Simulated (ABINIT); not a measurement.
## Quasiparticle gap of CsCaH3 (Pm-3m) in ABINIT

How does a plane-wave GW calculation on CsCaH3 (Pm-3m) run from the first input to the gap?

Main program and level: ABINIT 10.8.3; LDA and many-body steps on it, plane waves.

## 1. Set-up

Symmetry: Pm-3m, No. 221, cubic system. Conventional cell: a = 4.621 Å, b = 4.621 Å, c = 4.621 Å, α = 90.00°, β = 90.00°, γ = 90.00°. Cs has 12 H at 3.27 Å nearest. Nearest to Ca lie 6 H at 2.31 Å. H has 2 Ca at 2.31 Å and 8 H at 3.27 Å and 4 Cs at 3.27 Å nearest. Farther neighbours are not listed.

Structure file:

```cif
data_structure
_symmetry_space_group_name_H-M 'Pm-3m'
_symmetry_Int_Tables_number 221
_cell_length_a 4.6212
_cell_length_b 4.6212
_cell_length_c 4.6212
_cell_angle_alpha 90.000
_cell_angle_beta 90.000
_cell_angle_gamma 90.000
_cell_volume 98.69
loop_
_atom_site_label
_atom_site_type_symbol
_atom_site_symmetry_multiplicity
_atom_site_Wyckoff_symbol
_atom_site_fract_x
_atom_site_fract_y
_atom_site_fract_z
_atom_site_occupancy
Cs1 Cs 1 a 0.00000 0.00000 0.00000 1
Ca1 Ca 1 b 0.50000 0.50000 0.50000 1
H1 H 3 c 0.50000 0.00000 0.50000 1
```

The cell and positions are those that the Materials Project relaxed with its own functionals (PBE, PBE+U or r2SCAN), kept fixed. Spin-orbit coupling is left out unless a step names it.

## 2. Ground state

This step: ABINIT 10.8.3; DFT, LDA, plane waves, norm-conserving pseudopotentials.

The ground-state density comes first.

run.abi

```
acell 3*1.0 Angstrom
rprim 
  4.621186000000 0.000000000000 0.000000000000
  0.000000000000 4.621186000000 0.000000000000
  0.000000000000 0.000000000000 4.621186000000
ntypat 3
znucl 55 20 1
natom 5
typat 1 2 3 3 3
xred 
  0.000000000000 0.000000000000 0.000000000000
  0.500000000000 0.500000000000 0.500000000000
  0.500000000000 0.000000000000 0.500000000000
  0.000000000000 0.500000000000 0.500000000000
  0.500000000000 0.500000000000 0.000000000000
pp_dirpath "pseudos"
pseudos "Cs.upf, Ca.upf, H.upf"
ecut 31
ngkpt 4 4 4
nshiftk 1
shiftk 0 0 0
kptopt 1
chksymbreak 0
nband 17
occopt 1
tolvrs 1e-10
nstep 60
prtwf 0
optforces 0
optstress 0
indata_prefix "in"
outdata_prefix "out"
tmpdata_prefix "tmp"
```

Command:

```
$ OMP_NUM_THREADS=1 mpirun -n 4 abinit run.abi > log
```

Numbers of over 12 decimals in the logs are rounded to 6 here.

Log:

```text
.Version 10.8.3 of ABINIT. v10.8.2 released Aug 2026.

 Symmetries : space group Pm -3 m (#221); Bravais cP (primitive cubic)
================================================================================
 Values of the parameters that define the memory need of the present run
     intxc =       0    ionmov =       0      iscf =       7    lmnmax =       8
     lnmax =       8     mgfft =      45  mpssoang =       4    mqgrid =    3001
     natom =       5  nloc_mem =       1    nspden =       1   nspinor =       1
    nsppol =       1      nsym =      48    n1xccc =    2501    ntypat =       3
    occopt =       1   xclevel =       1
-    mband =          17        mffmem =           1         mkmem =           3
       mpw =        5512          nfft =       91125          nkpt =          10
================================================================================
  Rough estimation (10% accuracy) of disk space for files :
================================================================================

--------------------------------------------------------------------------------
------------- Echo of variables that govern the present computation ------------
--------------------------------------------------------------------------------
 -outvars: echo values of preprocessed input variables --------
            acell      1.8897261259E+00  1.8897261259E+00  1.8897261259E+00 Bohr

      chksymbreak           0
             ecut      3.10000000E+01 Hartree
-          fftalg         312

              ixc       -1012
              kpt      0.00000000E+00  0.00000000E+00  0.00000000E+00
                       2.50000000E-01  0.00000000E+00  0.00000000E+00
                       5.00000000E-01  0.00000000E+00  0.00000000E+00
                       2.50000000E-01  2.50000000E-01  0.00000000E+00
                       5.00000000E-01  2.50000000E-01  0.00000000E+00
                       5.00000000E-01  5.00000000E-01  0.00000000E+00
                       2.50000000E-01  2.50000000E-01  2.50000000E-01
                       5.00000000E-01  2.50000000E-01  2.50000000E-01
                       5.00000000E-01  5.00000000E-01  2.50000000E-01
                       5.00000000E-01  5.00000000E-01  5.00000000E-01
         kptrlatt        4    0    0      0    4    0      0    0    4
          kptrlen      3.49311037E+01
P           mkmem           3
            natom           5
            nband          17
            ngfft          45      45      45
             nkpt          10
            nstep          60
             nsym          48
           ntypat           3
              occ      2.000000  2.000000  2.000000  2.000000  2.000000  2.000000
                       2.000000  2.000000  2.000000  2.000000  2.000000  0.000000
                       0.000000  0.000000  0.000000  0.000000  0.000000
        optforces           0
        optstress           0
            prtwf           0
            rprim      4.6211860000E+00  0.0000000000E+00  0.0000000000E+00
                       0.0000000000E+00  4.6211860000E+00  0.0000000000E+00
[...]
spgroup         221

           tolvrs      1.00000000E-10

             xred      0.0000000000E+00  0.0000000000E+00  0.0000000000E+00
[...]
znucl       55.00000   20.00000    1.00000

================================================================================

 chkinp: Checking input parameters for consistency.

================================================================================
== DATASET  1 ==================================================================
-   mpi_nproc: 4, omp_nthreads: 1 (-1 if OMP is not activated)

--- !DatasetInfo
iteration_state: {dtset: 1, }
dimensions: {natom: 5, nkpt: 10, mband: 17, nsppol: 1, nspinor: 1, nspden: 1, mpw: 5512, }
cutoff_energies: {ecut:  31.0, pawecutdg:  -1.0, }
electrons: {nelect:   2.20000000E+01, charge:   0.00000000E+00, occopt:   1.00000000E+00, tsmear:   1.00000000E-02, }

 Real(R)+Recip(G) space primitive vectors, cartesian coordinates (Bohr,Bohr^-1):
 R(1)=  8.7327759  0.0000000  0.0000000  G(1)=  0.1145111  0.0000000  0.0000000
 R(2)=  0.0000000  8.7327759  0.0000000  G(2)=  0.0000000  0.1145111  0.0000000
 R(3)=  0.0000000  0.0000000  8.7327759  G(3)=  0.0000000  0.0000000  0.1145111
 Unit cell volume ucvol=  6.6597350E+02 bohr^3
 Angles (23,13,12)=  9.00000000E+01  9.00000000E+01  9.00000000E+01 degrees

 getcut: wavevector=  0.0000  0.0000  0.0000  ngfft=  45  45  45
         ecut(hartree)=     31.000   => boxcut(ratio)=   2.01027

--- Pseudopotential description ------------------------------------------------
- Cs Generated using ONCVPSP code by D. R. Hamann
- 55.00000   9.00000  201201                  znucl, zion, pspdat
12 -1012 3 -1 2328                            pspcod,pspxc,lmax,lloc,mmax
     nproj     2     2     2     2
  pspatm : epsatm=   21.68725381
         --- l  ekb(1:nproj) -->
[...]
pspatm: atomic psp has been read  and splines computed

- Ca Generated using ONCVPSP code by D. R. Hamann
- 20.00000  10.00000  180309                  znucl, zion, pspdat
12 -1012 2 -1 1724                            pspcod,pspxc,lmax,lloc,mmax
     nproj     2     2     2     0
  pspatm : epsatm=   12.51424511
         --- l  ekb(1:nproj) -->
[...]
pspatm: atomic psp has been read  and splines computed

- H Generated using ONCVPSP code by D. R. Hamann
-  1.00000   1.00000  180309                  znucl, zion, pspdat
12 -1012 1 -1 1180                            pspcod,pspxc,lmax,lloc,mmax
     nproj     2     1     0     0
  pspatm : epsatm=    0.35439867
         --- l  ekb(1:nproj) -->
[...]
1   -0.275071
 pspatm: atomic psp has been read  and splines computed

   7.75823288E+02                                ecore*ucvol(ha*bohr**3)
--------------------------------------------------------------------------------

_setup2: Arith. and geom. avg. npw (full set) are    5489.672    5489.638

================================================================================

--- !BeginCycle
iteration_state: {dtset: 1, }
solver: {iscf: 7, nstep: 60, nline: 4, wfoptalg: 0, }
tolerances: {tolvrs: 1.00E-10, }

     iter   Etot(hartree)      deltaE(h)  residm     vres2
 ETOT  1  -63.845048698326    -6.385E+01 4.024E-02 2.695E+02
 ETOT  2  -63.913266481335    -6.822E-02 2.058E-02 2.141E+01
 ETOT  3  -63.914972730578    -1.706E-03 4.691E-03 4.317E+00
 ETOT  4  -63.915210542540    -2.378E-04 8.955E-04 1.204E-01
 ETOT  5  -63.915222260304    -1.172E-05 5.826E-04 1.785E-03
 ETOT  6  -63.915222550824    -2.905E-07 4.881E-04 7.850E-05
 ETOT  7  -63.915222566286    -1.546E-08 2.845E-04 1.053E-06
 ETOT  8  -63.915222566843    -5.574E-10 2.483E-04 2.744E-08
 ETOT  9  -63.915222566876    -3.287E-11 1.248E-04 2.655E-09
 ETOT 10  -63.915222566879    -2.629E-12 1.334E-04 4.592E-11

 At SCF step   10       vres2   =  4.59E-11 < tolvrs=  1.00E-10 =>converged.

--- !ResultsGS
iteration_state: {dtset: 1, }
comment   : Summary of ground state results
lattice_vectors:
- [  8.7327759,   0.0000000,   0.0000000, ]
- [  0.0000000,   8.7327759,   0.0000000, ]
- [  0.0000000,   0.0000000,   8.7327759, ]
lattice_lengths: [   8.73278,    8.73278,    8.73278, ]
lattice_angles: [ 90.000,  90.000,  90.000, ] # degrees, (23, 13, 12)
lattice_volume:   6.6597350E+02
convergence: {deltae: -2.629E-12, res2:  4.592E-11, residm:  1.334E-04, diffor:  0.000E+00, }
etotal    :  -6.39152226E+01
entropy   :   0.00000000E+00
fermie    :   5.12095198E-02
cartesian_stress_tensor: null
pressure_GPa: null
xred      :
- [  0.0000E+00,   0.0000E+00,   0.0000E+00, Cs]
- [  5.0000E-01,   5.0000E-01,   5.0000E-01, Ca]
- [  5.0000E-01,   0.0000E+00,   5.0000E-01,  H]
- [  0.0000E+00,   5.0000E-01,   5.0000E-01,  H]
- [  5.0000E-01,   5.0000E-01,   0.0000E+00,  H]
cartesian_forces: null
force_length_stats: {min: null, max: null, mean: null, }

 Integrated electronic density in atomic spheres:
 ------------------------------------------------
 Atom  Sphere_radius  Integrated_density
[...]
================================================================================

 ----iterations are completed or convergence reached----

 Mean square residual over all n,k,spin=   22.168E-07; max=  13.339E-05
 reduced coordinates (array xred) for    5 atoms
       0.000000000000      0.000000000000      0.000000000000
       0.500000000000      0.500000000000      0.500000000000
       0.500000000000      0.000000000000      0.500000000000
       0.000000000000      0.500000000000      0.500000000000
       0.500000000000      0.500000000000      0.000000000000
 rms dE/dt=  0.0000E+00; max dE/dt=  0.0000E+00; dE/dt below (all hartree)
    1       0.000000000000      0.000000000000      0.000000000000
    2       0.000000000000      0.000000000000      0.000000000000
    3       0.000000000000      0.000000000000      0.000000000000
    4       0.000000000000      0.000000000000      0.000000000000
    5       0.000000000000      0.000000000000      0.000000000000

 cartesian coordinates (angstrom) at end:
    1      0.000000     0.000000     0.000000
    2      2.310593     2.310593     2.310593
    3      2.310593     0.000000     2.310593
    4      0.000000     2.310593     2.310593
    5      2.310593     2.310593     0.000000
 length scales=  1.889726125908  1.889726125908  1.889726125908 bohr
              =  1.000000000000  1.000000000000  1.000000000000 angstroms
 prteigrs : about to open file out_EIG
 Fermi (or HOMO) energy (hartree) =   0.05121   Average Vxc (hartree)=  -0.31350
 Eigenvalues (hartree) for nkpt=  10  k points:
 kpt#   1, nband= 17, wtk=  0.01563, kpt=  0.0000  0.0000  0.0000 (reduced coord)
  -1.36920   -0.69136   -0.67997   -0.67997   -0.67997   -0.20090   -0.20090   -0.20090
  -0.05192    0.02667    0.02667    0.24832    0.24832    0.24832    0.28335    0.28335
   0.31159
 prteigrs : prtvol=0 or 1, do not print more k-points.

--- !EnergyTerms
iteration_state     : {dtset: 1, }
comment             : Components of total free energy in Hartree
kinetic             :  1.99322127559858E+01
hartree             :  1.30347472751333E+01
xc                  : -1.51316707034040E+01
Ewald energy        : -4.04864643126686E+01
psp_core            :  1.16494618369918E+00
local_psp           : -4.87161103033906E+01
non_local_psp       :  6.28711653776619E+00
total_energy        : -6.39152225668788E+01
total_energy_eV     : -1.73922180826518E+03
band_energy         : -9.30929150231097E+00

== END DATASET(S) ==============================================================
================================================================================

 -outvars: echo values of variables after computation  --------
           etotal     -6.3915222567E+01
            nband          17
             nkpt          10
          spgroup         221
 [... the other variables as echoed above ...]

 Calculation completed.
```

Run time: 11 s. Hardware: 4 MPI ranks of Arm Neoverse V2, shared host; peak memory 0.32 GiB; 45 s of CPU time.

This step gave:

```yaml
total_energy: -1739.2218 eV
gap: 2.810 eV
k_of_the_valence_top: 0.5, 0.5, 0
k_of_the_conduction_bottom: 0.5, 0.5, 0
least_direct_gap: 2.810 eV
```

The gap is direct, at (0.500, 0.500, 0.000).

(Continued in part 2 of 3.)

[Paths, hosts, dates, memory and timing lines, banners, echoed tables and standing remarks are left out of the program output.]

[Logs are printed without paths, hosts, clocks, repeated set-up lines and the standing remarks that a program may print on its own settings, such as how far it seeks lower states.]

[Runs of the session that timed out or met a known fault of the program may be left out.]

[Hosts, paths, dates, database ids (printed as entryN), source tags and the programs' standing remarks are cut or masked in the printed files.]

[G0W0 gaps are taken among the corrected bands and points alone; a level outside them can change the order at an edge.]

[Where Ansatz stands beside ABINIT at settings called matched, ABINIT's density can come from a denser mesh and the files from another edition; pairs whose starting gaps differed by over 0.03 eV were left out, so agreement reads better than it is.]
